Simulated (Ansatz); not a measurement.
**Cu(100) film, 4 layers, adrow: surface scattering**

How does Cu(100) film, 4 layers, adrow scatter electrons that run along the film?

Method: Ansatz plane-wave DFT, PBE, PAW files; relaxation of the atoms about the surface defect; PAW set soft_1, in the first sound run; inputs show where later runs differ, in Ansatz 0.2.0.

## 1. Set-up

The cell holds 57 atoms: 57 Cu. Cell: a = 18.230 Å, b = 2.556 Å, c = 35.786 Å, α = 90.0°, β = 90.0°, γ = 90.0°. It derives from Cu. Vacuum lies along a. The structure's axis is c.

## 2. Relaxing about the defect

The neighbours of the defect are let go while the lead's layers stay on their sites, since a lead must repeat to 0.01 Å.

r

Input file input.yaml:

```yaml
crystal:
  lattice:
    - [18.22992, 0.0, 0.0]
    - [0.0, 2.5561627297, 0.0]
    - [0.0, 0.0, 35.7862782161]
  atoms:
    - { symbol: Cu, position: [0.2468469417, 0.0, 0.0] }
    - { symbol: Cu, position: [0.3459960329, 0.5, 0.0357142857] }
    - { symbol: Cu, position: [0.4451451241, 0.0, 0.0] }
    - { symbol: Cu, position: [0.5442942152, 0.5, 0.0357142857] }
    - { symbol: Cu, position: [0.2468469417, 0.0, 0.0714285714] }
    - { symbol: Cu, position: [0.3459960329, 0.5, 0.1071428571] }
    - { symbol: Cu, position: [0.4451451241, 0.0, 0.0714285714] }
    - { symbol: Cu, position: [0.5442942152, 0.5, 0.1071428571] }
    - { symbol: Cu, position: [0.2468469417, 0.0, 0.1428571429] }
    - { symbol: Cu, position: [0.3459960329, 0.5, 0.1785714286] }
    - { symbol: Cu, position: [0.4451451241, 0.0, 0.1428571429] }
    - { symbol: Cu, position: [0.5442942152, 0.5, 0.1785714286] }
    - { symbol: Cu, position: [0.2468469417, 0.0, 0.2142857143] }
    - { symbol: Cu, position: [0.3459960329, 0.5, 0.25] }
    - { symbol: Cu, position: [0.4451451241, 0.0, 0.2142857143] }
    - { symbol: Cu, position: [0.5442942152, 0.5, 0.25] }
    - { symbol: Cu, position: [0.2468469417, 0.0, 0.2857142857] }
    - { symbol: Cu, position: [0.3459960329, 0.5, 0.3214285714] }
    - { symbol: Cu, position: [0.4451451241, 0.0, 0.2857142857] }
    - { symbol: Cu, position: [0.5442942152, 0.5, 0.3214285714] }
    - { symbol: Cu, position: [0.2468469417, 0.0, 0.3571428571] }
    - { symbol: Cu, position: [0.3459960329, 0.5, 0.3928571429] }
    - { symbol: Cu, position: [0.4451451241, 0.0, 0.3571428571] }
    - { symbol: Cu, position: [0.5442942152, 0.5, 0.3928571429] }
    - { symbol: Cu, position: [0.2468469417, 0.0, 0.4285714286] }
    - { symbol: Cu, position: [0.3459960329, 0.5, 0.4642857143] }
    - { symbol: Cu, position: [0.4451451241, 0.0, 0.4285714286] }
    - { symbol: Cu, position: [0.5442942152, 0.5, 0.4642857143] }
    - { symbol: Cu, position: [0.2468469417, 0.0, 0.5] }
    - { symbol: Cu, position: [0.3459960329, 0.5, 0.5357142857] }
    - { symbol: Cu, position: [0.4451451241, 0.0, 0.5] }
    - { symbol: Cu, position: [0.5442942152, 0.5, 0.5357142857] }
    - { symbol: Cu, position: [0.2468469417, 0.0, 0.5714285714] }
    - { symbol: Cu, position: [0.3459960329, 0.5, 0.6071428571] }
    - { symbol: Cu, position: [0.4451451241, 0.0, 0.5714285714] }
    - { symbol: Cu, position: [0.5442942152, 0.5, 0.6071428571] }
    - { symbol: Cu, position: [0.2468469417, 0.0, 0.6428571429] }
    - { symbol: Cu, position: [0.3459960329, 0.5, 0.6785714286] }
    - { symbol: Cu, position: [0.4451451241, 0.0, 0.6428571429] }
    - { symbol: Cu, position: [0.5442942152, 0.5, 0.6785714286] }
    - { symbol: Cu, position: [0.2468469417, 0.0, 0.7142857143] }
    - { symbol: Cu, position: [0.3459960329, 0.5, 0.75] }
    - { symbol: Cu, position: [0.4451451241, 0.0, 0.7142857143] }
    - { symbol: Cu, position: [0.5442942152, 0.5, 0.75] }
    - { symbol: Cu, position: [0.2468469417, 0.0, 0.7857142857] }
    - { symbol: Cu, position: [0.3459960329, 0.5, 0.8214285714] }
    - { symbol: Cu, position: [0.4451451241, 0.0, 0.7857142857] }
    - { symbol: Cu, position: [0.5442942152, 0.5, 0.8214285714] }
    - { symbol: Cu, position: [0.2468469417, 0.0, 0.8571428571] }
    - { symbol: Cu, position: [0.3459960329, 0.5, 0.8928571429] }
    - { symbol: Cu, position: [0.4451451241, 0.0, 0.8571428571] }
    - { symbol: Cu, position: [0.5442942152, 0.5, 0.8928571429] }
    - { symbol: Cu, position: [0.2468469417, 0.0, 0.9285714286] }
    - { symbol: Cu, position: [0.3459960329, 0.5, 0.9642857143] }
    - { symbol: Cu, position: [0.4451451241, 0.0, 0.9285714286] }
    - { symbol: Cu, position: [0.5442942152, 0.5, 0.9642857143] }
    - { symbol: Cu, position: [0.6451365101, 0.0, 0.5] }
kpoints:
  mp_grid: { grid: [1, 9, 1] }
hamiltonian:
  xc: pbe
  pseudopotentials: { kind: paw, azcp: { folder: soft_1 } }
scf:
  occupations: { method: fermi_dirac, width: 0.1 }
relax:
  f_tol: 0.03
  max_steps: 40
  constraints:
    - { sites: [0, 1, 2, 3, 4, 5, 6, 7, 8, 9, 10, 11, 12, 13, 14, 15, 16, 17, 18, 19, 20, 21, 24, 25, 28, 29, 32, 33, 36, 37, 39, 40, 41, 42, 43, 44, 45, 46, 47, 48, 49, 50, 51, 52, 53, 54, 55] }
```

Run with:

```bash
ansatz run input.yaml --threads 8 --pin off --max-ram 15360MiB --backend cpu --events-out ev --progress --plain --runs-dir out
```

Numbers of over 12 decimals in the logs are rounded to 6 here.

Output:

```text
Engine: ansatz 0.2.0, aarch64-unknown-linux-gnu
Pseudopotentials: kind: paw
Pseudopotential: Cu, paw, valence charge 19, recommended cutoff 420 eV (normal), soft_1/Cu.paw.azcp
Functional definition: PBE
  parameter kappa = 0.804
  parameter beta = 0.066725
  exchange = pbe_x(kappa = kappa, mu = beta*pi^2/3)
  correlation = pbe_c(beta = beta)
Crystal: 57 atoms, lattice volume = 1667.592 Å³
Basis set: ecut = 420 eV, 32651 PW (Γ), exchange–correlation on 250×36×480 points (8 copies of the dense FFT grid, shifted against one another)
Bands: 650, of which v1, the nominal top of the filled ones, is band 542 counted from 1 (541 counted from 0)
Symmetry: 4 space group operations
Space group: Pmm2 (ITA 25), of the structure as read, at distance tolerance 1.2e-4 Å
k-points: 5 of 9
Non-local potential: Cu, projectors of the file, l = 0: 3, l = 1: 2, l = 2: 3, l = 3: 1
PAW form: soft (Blöchl's): semilocal exchange-correlation on the pseudo side does not see the compensation charge
PAW one-centre angular grid: Cu, 590 points (default); XC on 64 Gauss nodes
Initial density: superposition of atomic densities (neutral atoms: chi_scale 0, normalization atom)
Initial wavefunctions: pseudopotential atomic-orbital guess
Functional: x = pbe(κ = 0.804, μ = 0.219515), c = pbe(β = 0.066725)
SCF iter   1: F=—  HF=-377662.668374 eV  |F-HF|=—  |Δ(HF+E_count)|=         —  Δρ=1.56e-1  dr2=2.49e2  ethr=3.10e-3  ⟨swp⟩=6.4  Hψ=12605  notcnv=0  defer=150
preconditioner: auto → LDOS  [metal: Δε(μ)=0.044 eV  Ē_g=7.317 eV  σ=0.100 eV  W_gap=0.11  n_scr=380 (ndim 8)  ℏωp=22.8 eV  f_vac=0.538  D(μ)=29.67/eV (n_scr^D=170)  β→1.0]
SCF iter   2: F=—  HF=-377925.114401 eV  |F-HF|=—  |Δ(HF+E_count)|=    2.62e2  Δρ=3.14e-1  dr2=9.27e2  ethr=3.10e-3  ⟨swp⟩=4.0  Hψ=10297  notcnv=0  defer=353  recentre
SCF iter   3: F=—  HF=-377621.568656 eV  |F-HF|=—  |Δ(HF+E_count)|=    3.04e2  Δρ=4.04e-2  dr2=1.76e1  ethr=3.10e-3  ⟨swp⟩=4.0  Hψ=8691  notcnv=0  defer=373
SCF iter   4: F=—  HF=-377618.883284 eV  |F-HF|=—  |Δ(HF+E_count)|=    2.69e0  Δρ=1.76e-2  dr2=3.01e0  ethr=1.63e-3  ⟨swp⟩=2.4  Hψ=5599  notcnv=0  defer=377
SCF iter   5: F=—  HF=-377618.314563 eV  |F-HF|=—  |Δ(HF+E_count)|=   5.69e-1  Δρ=3.95e-3  dr2=1.42e-1  ethr=2.78e-4  ⟨swp⟩=2.0  Hψ=6331  notcnv=0  defer=379
SCF iter   6: F=—  HF=-377618.375578 eV  |F-HF|=—  |Δ(HF+E_count)|=   6.10e-2  Δρ=1.99e-3  dr2=4.38e-2  ethr=1.31e-5  ⟨swp⟩=2.8  Hψ=5364  notcnv=0  defer=379
SCF iter   7: F=—  HF=-377618.381024 eV  |F-HF|=—  |Δ(HF+E_count)|=   5.45e-3  Δρ=7.02e-4  dr2=5.61e-3  ethr=4.05e-6  ⟨swp⟩=2.4  Hψ=5520  notcnv=0  defer=379
SCF iter   8: F=—  HF=-377618.383233 eV  |F-HF|=—  |Δ(HF+E_count)|=   2.21e-3  Δρ=2.55e-4  dr2=1.20e-3  ethr=5.18e-7  ⟨swp⟩=3.0  Hψ=5956  notcnv=0  defer=379
SCF iter   9: F=—  HF=-377618.383339 eV  |F-HF|=—  |Δ(HF+E_count)|=   1.05e-4  Δρ=1.44e-4  dr2=3.76e-4  ethr=1.11e-7  ⟨swp⟩=2.0  Hψ=4690  notcnv=0  defer=379
SCF iter  10: F=—  HF=-377618.383388 eV  |F-HF|=—  |Δ(HF+E_count)|=   4.98e-5  Δρ=4.50e-5  dr2=3.39e-5  ethr=3.48e-8  ⟨swp⟩=2.0  Hψ=4440  notcnv=0  defer=379
SCF iter  11: F=-377618.383436 eV  HF=-377618.383441 eV  |F-HF|=5.30e-6  |Δ(HF+E_count)|=   5.28e-5  Δρ=3.61e-5  dr2=1.73e-5  ethr=2.08e-9  ⟨swp⟩=4.0  Hψ=9353  notcnv=0
SCF 1 converged in 11 iterations: F = -377618.383436 eV  dr2 = 1.73e-5
  greatest PAW one-centre occupation: 1.000 electrons in one spin orbital (limit 2), on the Cu atom at site 56 (counted from 0), in its partial waves of l = 0
relax step   1: F+E_penalty+E_count = -377618.38343596 eV  Δ(F+E_penalty+E_count) = +0.000e0 eV  max|allowed force component| = 6.756e-1 eV/Å  Δτ_max = 0.0000 Å  (11 SCF iters, dr2 threshold 2.25e-5 eV, accepted)
Initial density: handed on by an earlier stage of this run
Initial wavefunctions: those handed on with the density
iter 1 solved again at ethr=3.10e-6 eV; its pass at ethr=3.10e-3 eV (dr2=3.36e-2 eV) is discarded
SCF iter   1: F=—  HF=-377618.443234 eV  |F-HF|=—  |Δ(HF+E_count)|=         —  Δρ=1.71e-3  dr2=3.06e-2  ethr=3.10e-6  ⟨swp⟩=2.4  Hψ=11794  notcnv=0  defer=231
preconditioner: auto → LDOS  [metal: Δε(μ)=0.012 eV  Ē_g=8.012 eV  σ=0.100 eV  W_gap=0.03  n_scr=380 (ndim 8)  ℏωp=22.8 eV  f_vac=0.539  D(μ)=19.04/eV (n_scr^D=108)  β→1.0]
SCF iter   2: F=—  HF=-377618.454010 eV  |F-HF|=—  |Δ(HF+E_count)|=   1.08e-2  Δρ=3.07e-3  dr2=8.90e-2  ethr=2.82e-6  ⟨swp⟩=3.0  Hψ=6466  notcnv=0  defer=231  recentre
SCF iter   3: F=—  HF=-377618.439381 eV  |F-HF|=—  |Δ(HF+E_count)|=   1.46e-2  Δρ=1.06e-3  dr2=1.28e-2  ethr=2.82e-6  ⟨swp⟩=3.0  Hψ=6457  notcnv=0  defer=241
SCF iter   4: F=—  HF=-377618.437679 eV  |F-HF|=—  |Δ(HF+E_count)|=   1.70e-3  Δρ=8.47e-5  dr2=2.00e-4  ethr=1.18e-6  ⟨swp⟩=2.0  Hψ=5538  notcnv=0  defer=259
SCF iter   5: F=—  HF=-377618.437769 eV  |F-HF|=—  |Δ(HF+E_count)|=   9.06e-5  Δρ=1.37e-4  dr2=1.90e-4  ethr=1.85e-8  ⟨swp⟩=3.0  Hψ=6968  notcnv=0  defer=259
SCF iter   6: F=-377618.437777 eV  HF=-377618.437760 eV  |F-HF|=1.72e-5  |Δ(HF+E_count)|=   9.65e-6  Δρ=1.55e-5  dr2=2.78e-6  ethr=2.63e-9  ⟨swp⟩=3.0  Hψ=11594  notcnv=0
SCF 2 converged in 6 iterations: F = -377618.437777 eV  dr2 = 2.78e-6
relax step   2: F+E_penalty+E_count = -377618.43777679 eV  Δ(F+E_penalty+E_count) = -5.434e-2 eV  max|allowed force component| = 4.222e-1 eV/Å  Δτ_max = 0.0680 Å  (6 SCF iters, dr2 threshold 2.85e-5 eV, accepted)
SCF iter   1: F=—  HF=-377618.494953 eV  |F-HF|=—  |Δ(HF+E_count)|=         —  Δρ=3.02e-3  dr2=8.88e-2  ethr=1.04e-4  ⟨swp⟩=5.8  Hψ=10261  notcnv=0  defer=106
preconditioner: auto → LDOS  [metal: Δε(μ)=0.010 eV  Ē_g=8.015 eV  σ=0.100 eV  W_gap=0.02  n_scr=380 (ndim 8)  ℏωp=22.8 eV  f_vac=0.539  D(μ)=19.02/eV (n_scr^D=108)  β→1.0]
SCF iter   2: F=—  HF=-377618.496228 eV  |F-HF|=—  |Δ(HF+E_count)|=   1.27e-3  Δρ=3.69e-3  dr2=1.43e-1  ethr=8.20e-6  ⟨swp⟩=3.0  Hψ=7193  notcnv=0  defer=304
SCF iter   3: F=—  HF=-377618.490591 eV  |F-HF|=—  |Δ(HF+E_count)|=   5.64e-3  Δρ=3.28e-3  dr2=1.09e-1  ethr=8.20e-6  ⟨swp⟩=3.0  Hψ=6584  notcnv=0  defer=304
SCF iter   4: F=—  HF=-377618.474165 eV  |F-HF|=—  |Δ(HF+E_count)|=   1.64e-2  Δρ=1.30e-3  dr2=1.68e-2  ethr=8.20e-6  ⟨swp⟩=2.0  Hψ=5434  notcnv=0  defer=266
SCF iter   5: F=—  HF=-377618.471156 eV  |F-HF|=—  |Δ(HF+E_count)|=   3.01e-3  Δρ=3.18e-4  dr2=9.53e-4  ethr=1.55e-6  ⟨swp⟩=2.8  Hψ=5309  notcnv=0  defer=266
SCF iter   6: F=—  HF=-377618.471109 eV  |F-HF|=—  |Δ(HF+E_count)|=   4.66e-5  Δρ=2.84e-5  dr2=6.82e-5  ethr=8.80e-8  ⟨swp⟩=3.0  Hψ=6830  notcnv=0  defer=202
SCF iter   7: F=—  HF=-377618.471136 eV  |F-HF|=—  |Δ(HF+E_count)|=   2.71e-5  Δρ=5.72e-5  dr2=3.70e-5  ethr=6.30e-9  ⟨swp⟩=2.2  Hψ=5478  notcnv=0  defer=202
[...]
SCF 4 converged in 9 iterations: F = -377618.473751 eV  dr2 = 8.80e-8
relax step   4: F+E_penalty+E_count = -377618.47375119 eV  Δ(F+E_penalty+E_count) = -2.625e-3 eV  max|allowed force component| = 1.087e-2 eV/Å  Δτ_max = 0.0234 Å  (9 SCF iters, accepted)
SCF converged after 9 iterations
Free energy (F): -377618.473751 eV
Harris-Foulkes:  -377618.473751 eV  (|F-HF|=4.13e-8)
Internal energy: -377617.855607 eV  (E = F + TS)
E sigma→0 (E₀):  -377618.164679 eV
Entropy (-TS):   -0.618145 eV (-10.845 meV/atom)
Fermi energy:    3.954892 eV
--- Per-component energies (eV) ---
  E_band       = -34101.223490
  E_kinetic    = 14884.958561
  E_local      = -1541606.284814  (includes V_loc(G=0)·N_el)
  E_nonlocal   = 50871.746355
  E_hartree    = 744621.195537
  E_xc         = -3884.540411
  E_vxc        = -5011.765260  (∫ρ·V_xc dr)
  E_paw        = -103573.992104  (= ΣΔE_a)
  E_vpaw       = -42482.280008  (= ΣTr[D̂ρ^β])
  E_aug_tail   = 0.057035  (compensation charges beyond the density's cutoff)
  E_ewald      = 461069.004233
  E_smearing   = -0.618145  (= −TS)
  E_closure    = -0.000000  (closes the sum)
  Σ components = -377618.473751   (vs F -377618.473751, Δ=0.00e0)
--- Forces (eV/Å), atoms counted from 1 ---
  atom   1  Cu     0.13173624     0.00000000     0.00000000
  atom   2  Cu    -0.22874629     0.00000000     0.00121701
  atom   3  Cu     0.22952307     0.00000000     0.00000000
  atom   4  Cu    -0.13053813    -0.00000000    -0.00098576
  atom   5  Cu     0.13161293     0.00000000     0.00262951
  atom   6  Cu    -0.22877414    -0.00000000    -0.00209036
  atom   7  Cu     0.22688632     0.00000000     0.00062100
  atom   8  Cu    -0.13333204    -0.00000000    -0.00264431
  atom   9  Cu     0.13307550    -0.00000000    -0.00447766
  atom  10  Cu    -0.22572042    -0.00000000    -0.00019712
  atom  11  Cu     0.22747672     0.00000000     0.00106385
  atom  12  Cu    -0.13178850     0.00000000     0.00527024
  atom  13  Cu     0.12765873     0.00000000     0.01301679
  atom  14  Cu    -0.22761289     0.00000000     0.00117934
  atom  15  Cu     0.22742099    -0.00000000    -0.00018188
  atom  16  Cu    -0.12847068    -0.00000000    -0.00692870
  atom  17  Cu     0.13606928    -0.00000000    -0.01047966
  atom  18  Cu    -0.18979412     0.00000000     0.02554286
  atom  19  Cu     0.22230493    -0.00000000    -0.01930942
  atom  20  Cu    -0.08687171    -0.00000000    -0.07359910
  atom  21  Cu     0.14505594    -0.00000000    -0.00913664
  atom  22  Cu    -0.13247928     0.00000000     0.00474252
  atom  23  Cu     0.00085307     0.00000000     0.00117433
  atom  24  Cu     0.00044543    -0.00000000    -0.00372316
  atom  25  Cu     0.14684423     0.00000000     0.01173653
  atom  26  Cu    -0.13492560    -0.00000000    -0.00850119
  atom  27  Cu    -0.00026659     0.00000000     0.00124893
  atom  28  Cu     0.00063769     0.00000000     0.00577583
  atom  29  Cu     0.15320480     0.00000000     0.00000000
  atom  30  Cu    -0.13492560     0.00000000     0.00850119
  atom  31  Cu     0.00245561     0.00000000     0.00000000
  atom  32  Cu     0.00063769    -0.00000000    -0.00577583
  atom  33  Cu     0.14684423    -0.00000000    -0.01173653
  atom  34  Cu    -0.13247928    -0.00000000    -0.00474252
  atom  35  Cu    -0.00026659    -0.00000000    -0.00124893
  atom  36  Cu     0.00044543     0.00000000     0.00372316
  atom  37  Cu     0.14505594     0.00000000     0.00913664
  atom  38  Cu    -0.18979412    -0.00000000    -0.02554286
  atom  39  Cu     0.00085307    -0.00000000    -0.00117433
  atom  40  Cu    -0.08687171     0.00000000     0.07359910
[...]
atom  46  Cu    -0.22572042     0.00000000     0.00019712
  atom  47  Cu     0.22742099     0.00000000     0.00018188
  atom  48  Cu    -0.13178850    -0.00000000    -0.00527024
  atom  49  Cu     0.13307550     0.00000000     0.00447766
  atom  50  Cu    -0.22877414     0.00000000     0.00209036
  atom  51  Cu     0.22747672    -0.00000000    -0.00106385
  atom  52  Cu    -0.13333204     0.00000000     0.00264431
  atom  53  Cu     0.13161293    -0.00000000    -0.00262951
  atom  54  Cu    -0.22874629    -0.00000000    -0.00121701
  atom  55  Cu     0.22688632    -0.00000000    -0.00062100
  atom  56  Cu    -0.13053813     0.00000000     0.00098576
  atom  57  Cu    -0.01087282    -0.00000000     0.00000000
  max |Σ_I F_I| component: 8.96e-5 eV/Å
--- Relaxed structure (4 steps of the walk, 4 accepted, 0 SCFs on fresh bases) ---
  F+E_penalty+E_count = -377618.47375119 eV   max|allowed force component| = 1.087e-2 eV/Å
  atoms:
    - { symbol: Cu, position: [0.246847, 0.0, 0.0] }
    - { symbol: Cu, position: [0.3459960329, 0.500000, 0.0357142857] }
    - { symbol: Cu, position: [0.445145, 0.0, 0.0] }
    - { symbol: Cu, position: [0.5442942152, 0.500000, 0.0357142857] }
    - { symbol: Cu, position: [0.246847, 0.0, 0.0714285714] }
    - { symbol: Cu, position: [0.3459960329, 0.500000, 0.1071428571] }
    - { symbol: Cu, position: [0.445145, 0.0, 0.0714285714] }
    - { symbol: Cu, position: [0.5442942152, 0.500000, 0.1071428571] }
    - { symbol: Cu, position: [0.246847, 0.0, 0.1428571429] }
    - { symbol: Cu, position: [0.3459960329, 0.500000, 0.1785714286] }
    - { symbol: Cu, position: [0.445145, 0.0, 0.1428571429] }
    - { symbol: Cu, position: [0.5442942152, 0.500000, 0.1785714286] }
    - { symbol: Cu, position: [0.246847, 0.0, 0.2142857143] }
    - { symbol: Cu, position: [0.3459960329, 0.500000, 0.25] }
    - { symbol: Cu, position: [0.445145, 0.0, 0.2142857143] }
    - { symbol: Cu, position: [0.5442942152, 0.500000, 0.25] }
    - { symbol: Cu, position: [0.246847, 0.0, 0.2857142857] }
    - { symbol: Cu, position: [0.3459960329, 0.500000, 0.321429] }
    - { symbol: Cu, position: [0.445145, 0.0, 0.2857142857] }
    - { symbol: Cu, position: [0.5442942152, 0.500000, 0.321429] }
    - { symbol: Cu, position: [0.246847, 0.0, 0.357143] }
    - { symbol: Cu, position: [0.3459960329, 0.500000, 0.3928571429] }
    - { symbol: Cu, position: [0.446510, -1.0495493437057757e-19, 0.357008] }
    - { symbol: Cu, position: [0.543570, 0.500000, 0.392279] }
    - { symbol: Cu, position: [0.246847, 0.0, 0.4285714286] }
    - { symbol: Cu, position: [0.3459960329, 0.500000, 0.4642857143] }
    - { symbol: Cu, position: [0.446851, 1.4325822455489508e-19, 0.428756] }
    - { symbol: Cu, position: [0.546676, 0.500000, 0.462816] }
    - { symbol: Cu, position: [0.246847, 0.0, 0.5] }
    - { symbol: Cu, position: [0.3459960329, 0.500000, 0.5357142857] }
    - { symbol: Cu, position: [0.446416, 0, 0.5] }
    - { symbol: Cu, position: [0.546676, 0.500000, 0.537184] }
    - { symbol: Cu, position: [0.246847, 0.0, 0.5714285714] }
    - { symbol: Cu, position: [0.3459960329, 0.500000, 0.6071428571] }
    - { symbol: Cu, position: [0.446851, -1.4325822455485651e-19, 0.571244] }
    - { symbol: Cu, position: [0.543570, 0.500000, 0.607721] }
    - { symbol: Cu, position: [0.246847, 0.0, 0.6428571429] }
    - { symbol: Cu, position: [0.3459960329, 0.500000, 0.6785714286] }
    - { symbol: Cu, position: [0.446510, 1.0495493437058244e-19, 0.642992] }
    - { symbol: Cu, position: [0.5442942152, 0.500000, 0.6785714286] }
[...]
- { symbol: Cu, position: [0.3459960329, 0.500000, 0.821429] }
    - { symbol: Cu, position: [0.445145, 0.0, 0.7857142857] }
    - { symbol: Cu, position: [0.5442942152, 0.500000, 0.821429] }
    - { symbol: Cu, position: [0.246847, 0.0, 0.857143] }
    - { symbol: Cu, position: [0.3459960329, 0.500000, 0.8928571429] }
    - { symbol: Cu, position: [0.445145, 0.0, 0.857143] }
    - { symbol: Cu, position: [0.5442942152, 0.500000, 0.8928571429] }
    - { symbol: Cu, position: [0.246847, 0.0, 0.9285714286] }
    - { symbol: Cu, position: [0.3459960329, 0.500000, 0.964286] }
    - { symbol: Cu, position: [0.445145, 0.0, 0.9285714286] }
    - { symbol: Cu, position: [0.5442942152, 0.500000, 0.964286] }
    - { symbol: Cu, position: [0.636110, 0, 0.5] }
```

Run time: 28 min. Hardware: 8 threads of Arm Neoverse N1, shared host; peak memory 9.8 GiB.

Step by step:

| step | energy less that of the first step (eV) | largest force component (eV/Å) |
| --- | --- | --- |
| 1 | 0.0000 | 0.6756 |
| 2 | -0.0543 | 0.4222 |
| 3 | -0.0877 | 0.1016 |
| 4 | -0.0903 | 0.0109 |

Forces are held to the 4 operations that the run works with; a distortion that breaks them can't arise in this run.

The atoms that moved most (Å):

| atom | dx | dy | dz | length |
| --- | --- | --- | --- | --- |
| Cu57 | -0.165 | 0.000 | 0.000 | 0.165 |
| Cu32 | 0.043 | 0.000 | 0.053 | 0.068 |
| Cu28 | 0.043 | 0.000 | -0.053 | 0.068 |
| Cu27 | 0.031 | 0.000 | 0.007 | 0.032 |
| Cu35 | 0.031 | 0.000 | -0.007 | 0.032 |
| Cu39 | 0.025 | 0.000 | 0.005 | 0.025 |
| Cu23 | 0.025 | 0.000 | -0.005 | 0.025 |
| Cu36 | -0.013 | 0.000 | 0.021 | 0.025 |

Numbers from this step:

| Property | Result |
| --- | --- |
| free energy | -377618.4738 eV |
| energy at zero smearing | -377618.1647 eV |
| Fermi energy | 3.955 eV |

The largest force component on a free atom ends at 0.011 eV/Å, under the tolerance of 0.03, after 4 steps.

(Continued in part 2 of 2.)

[Logs are printed without paths, hosts, clocks, repeated set-up lines and the standing remarks that a program may print on its own settings, such as how far it seeks lower states.]

[Hosts, paths, dates, database ids (printed as entryN), source tags and the programs' standing remarks are cut or masked in the printed files.]
